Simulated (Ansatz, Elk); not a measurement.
**ZnSi3Pt: X-ray structure factors from the self-consistent density**

Structure refinements treat a crystal as free atoms side by side. For a made-up structure of ZnSi3Pt (cell and positions from a r2SCAN relaxation) the runs below show what the calculated density changes in F(hkl).

Main program and level: Elk 11.2.3 (patched build); DFT, PBE, all-electron APW+lo, Dirac cores, scalar-relativistic bands, static density, no spin.

This account leaves out most program logs.

The structure was built from a prototype and need not be the compound's stable phase.

**1. Starting point**

The structure is tetragonal, space group I4mm (No. 107). The conventional cell has a = 3.855 Å, b = 3.855 Å, c = 10.750 Å, α = 90.00°, β = 90.00°, γ = 90.00°. Nearest to Pt lie 5 Si at 2.36 to 2.44 Å and 4 Zn at 2.88 Å. Nearest to Zn lie 4 Pt at 2.88 Å. Si has 2 Pt at 2.44 Å and 6 Si at 2.45 to 2.73 Å nearest. Si has 1 Pt at 2.36 Å and 4 Si at 2.45 Å nearest. Farther neighbours are not listed.

**2. Ground state and structure factors**

An all-electron density is needed, since X-rays see the cores too. Task 0 finds the density and task 195 Fourier-transforms it; tshift is off so that phases refer to the origin typed.

The input, elk.in:

```
tasks
  0
  195

xctype
  20

spinpol
  .false.

rgkmax
  7.0

gmaxvr
  14.0

lmaxo
  7

lmaxapw
  8

swidth
  0.002

tshift
  .false.

ramdisk
  .false.

hmaxvr
  5.5

maxscl
  120

epspot
  1e-06

sppath
  './'

avec
  -3.64205460947 3.64205460947 10.15720516549
  3.64205460947 -3.64205460947 10.15720516549
  3.64205460947 3.64205460947 -10.15720516549

atoms
  3
  'Pt.in'
  1
  0.6213371755 0.6213371755 0.0000000000   0.000000 0.000000 0.000000
  'Zn.in'
  1
  0.0358456349 0.0358456349 0.0000000000   0.000000 0.000000 0.000000
  'Si.in'
  3
  0.2610508454 0.7610508454 0.5000000000   0.000000 0.000000 0.000000
  0.7610508454 0.2610508454 0.5000000000   0.000000 0.000000 0.000000
  0.4014154988 0.4014154988 -0.0000000000   0.000000 0.000000 0.000000

ngridk
  8 8 8
```

The run is started by

```sh
> OMP_NUM_THREADS=4 elk
```

It took 92 s on 4 threads of Arm Neoverse V2, shared host; peak memory 0.24 GiB; 5.5 min of CPU time.

SFACRHO.OUT:

```text

h k l indices transformed by vhmat matrix:
   1.000000000       0.000000000       0.000000000    
   0.000000000       1.000000000       0.000000000    
   0.000000000       0.000000000       1.000000000    

      h      k      l  multipl.   |H|            Re(F)            Im(F)           |F|

      0      0      0      1   0.0000000       150.00000      0.36751321E-16   150.00000    
     -1     -1      1      1  0.61859391       8.1794417      -71.473064       71.939572    
      1      1     -1      1  0.61859391       8.1794417       71.473064       71.939572    
      0     -1      0      4  0.91636384      -34.823376       36.746527       50.625832    
      1      0      0      4  0.91636384      -34.823376      -36.746527       50.625832    
      1     -1      0      4   1.2198837       82.095022      0.51263828E-15   82.095022    
      2      2     -2      1   1.2371878      -40.385391       24.941469       47.466374    
     -2     -2      2      1   1.2371878      -40.385391      -24.941469       47.466374    
      2      1     -2      4   1.2669016       65.924595      -25.598431       70.720095    
     -1     -2      1      4   1.2669016       65.924595       25.598431       70.720095    
      0     -2      1      4   1.3677626       46.613645      -69.566902       83.739989    
      1      1      0      4   1.3677626       46.613645       69.566902       83.739989    
     -1      1      1      4   1.7251760       109.33465     -0.18436239E-13   109.33465    
      2      2     -3      4   1.7374550      -70.751054       12.694710       71.880925    
     -2     -2      3      4   1.7374550      -70.751054      -12.694710       71.880925    
     -2     -3      2      4   1.7707832       65.410104      -57.772660       87.270625    
      3      2     -3      4   1.7707832       65.410104       57.772660       87.270625    
      2      0     -2      4   1.8327277       8.1135390       59.021040       59.576108
```

Elk indexes on the primitive cell of elk.in and gives |H| = 4π sin θ/λ in inverse bohr. Below, one row stands for each form hkl of the conventional cell (m members, Friedel mates merged), F is for one primitive cell and the density is static (no thermal factor). Free-atom factors are Waasmaier and Kirfel's, and R is Σm||F|−|F'||/Σm|F|.

```csv
hkl,m,sin θ/λ (Å⁻¹),"abs F, DFT",neutral atoms,diff.,abs of complex diff.
002,2,0.093,71.940,72.192,-0.252,0.309
101,8,0.138,50.626,50.638,-0.012,0.187
110,4,0.183,82.095,82.503,-0.408,0.408
004,2,0.186,47.466,47.516,-0.050,0.053
103,8,0.191,70.720,70.866,-0.146,0.160
112,8,0.206,83.740,84.052,-0.312,0.312
200,4,0.259,109.335,109.950,-0.615,0.615
114,8,0.261,71.881,72.241,-0.360,0.367
105,8,0.266,87.271,87.885,-0.614,0.620
202,8,0.276,59.576,59.864,-0.288,0.291
006,2,0.279,48.239,48.559,-0.319,0.472
211,16,0.294,42.611,42.699,-0.088,0.088
204,8,0.319,40.843,40.909,-0.066,0.102
213,16,0.322,59.539,59.861,-0.321,0.362
116,8,0.334,26.384,26.304,+0.080,0.092
107,8,0.350,63.788,63.786,+0.002,0.018
220,4,0.367,94.923,95.065,-0.142,0.142
215,16,0.372,76.317,76.286,+0.031,0.048
008,2,0.372,67.146,67.187,-0.041,0.220
222,8,0.379,52.407,52.422,-0.015,0.047
206,8,0.381,43.649,43.599,+0.050,0.080
301,8,0.392,38.736,38.647,+0.089,0.103
```

**3. The highest occupied states alone**

An energy window below the Fermi level keeps the highest occupied states, to see at which angles they scatter; shallow core shells can lie inside it and anion s states outside. No new self-consistency is needed.

elk.in, as its differences from that of step 2:

```diff
@@ -1,3 +1,2 @@
 tasks
-  0
   195
@@ -40,2 +39,5 @@
 
+wsfac
+  -0.118170 0.622820
+
 sppath
```

The run is started by

```sh
> OMP_NUM_THREADS=4 elk
```

It took 10 s on 4 threads; peak memory 0.17 GiB.

States within 12 eV below the Fermi level hold 33.20 electrons; any levels below the window count with the cores, and a count that is not whole means the window cuts a band. Their amplitudes can exceed the total, where window and core parts have opposite phase:

```csv
hkl,sin θ/λ (Å⁻¹),"abs F, window","abs F, all"
002,0.093,10.928,71.940
101,0.138,3.610,50.626
110,0.183,11.085,82.095
004,0.186,6.732,47.466
103,0.191,9.118,70.720
112,0.206,9.852,83.740
200,0.259,7.807,109.335
114,0.261,5.442,71.881
105,0.266,7.303,87.271
202,0.276,6.722,59.576
```

**4. Another functional**

The difference from free atoms is small, so it is set against the change that LDA (Perdew-Wang) makes.

elk.in, as its differences from that of step 3:

```diff
@@ -1,2 +1,3 @@
 tasks
+  0
   195
@@ -4,3 +5,3 @@
 xctype
-  20
+  3
 
@@ -39,5 +40,2 @@
 
-wsfac
-  -0.118170 0.622820
-
 sppath
```

The run is started by

```sh
> OMP_NUM_THREADS=4 elk
```

Wall time 62 s (4 threads); peak memory 0.19 GiB.

Against the first run R = 0.03 %; the largest change is -0.050 at 220.

**5. A coarser k-mesh**

About half the k-points along each axis test the sampling.

elk.in, as its differences from that of step 4:

```diff
@@ -5,3 +5,3 @@
 xctype
-  3
+  20
 
@@ -63,2 +63,2 @@
 ngridk
-  8 8 8
+  4 4 4
```

The run is started by

```sh
> OMP_NUM_THREADS=4 elk
```

Wall time 28 s (4 threads); peak memory 0.22 GiB.

Against the first run R = 0.01 %; the largest change is +0.044 at 200.

**6. Settings against the effect**

```csv
run,R against the first run (%),"R against neutral atoms, low angle (%)",wall time
"PBE, rgkmax 7",0.00,0.40,92 s
LDA (Perdew-Wang),0.03,0.39,62 s
k-mesh 4×4×4,0.01,0.40,28 s
```

**7. Summary of results**

| Quantity | Value |
| --- | --- |
| R against neutral atoms, sin θ/λ < 0.3 Å⁻¹ | 0.40 % |
| R against neutral atoms, 0.3 to 0.83 Å⁻¹ | 0.17 % |

In words: Independent neutral atoms miss the calculated amplitudes by R = 0.40 % below 0.3 Å⁻¹ and 0.17 % from there to 0.83 Å⁻¹; by shells, 0.11 % below 0.15 Å⁻¹ (2 forms), 0.43 % 0.15 to 0.3 (10 forms), 0.14 % 0.3 to 0.45 (17 forms), 0.17 % above 0.45 (114 forms). Bonding, aspherical density and the tables' own atoms all enter these figures, and the runs don't part them. The largest change of an amplitude is -0.62 electrons, at 200. R counts amplitudes alone; phases shift too. The window's part falls from 33.2 electrons at the origin to at most 3.22 between 0.45 and 0.83 Å⁻¹, where compact states inside the window still scatter. Below 0.3 Å⁻¹ the changes that finished (LDA (Perdew-Wang) and k-mesh 4×4×4) move F by R = 0.02 % at most, against the 0.40 % that separates it from free atoms. The basis has no finished test. Spin-orbit coupling is left out, which can matter for elements this heavy. Part of the difference isn't bonding: the tables are fits to free atoms and ions calculated by other methods than this functional. Thermal motion, anomalous dispersion and extinction are left out.

[Logs are printed without paths, hosts, clocks, repeated set-up lines and the standing remarks that a program may print on its own settings, such as how far it seeks lower states.]

[Hosts, paths, dates, database ids (printed as entryN), source tags and the programs' standing remarks are cut or masked in the printed files.]
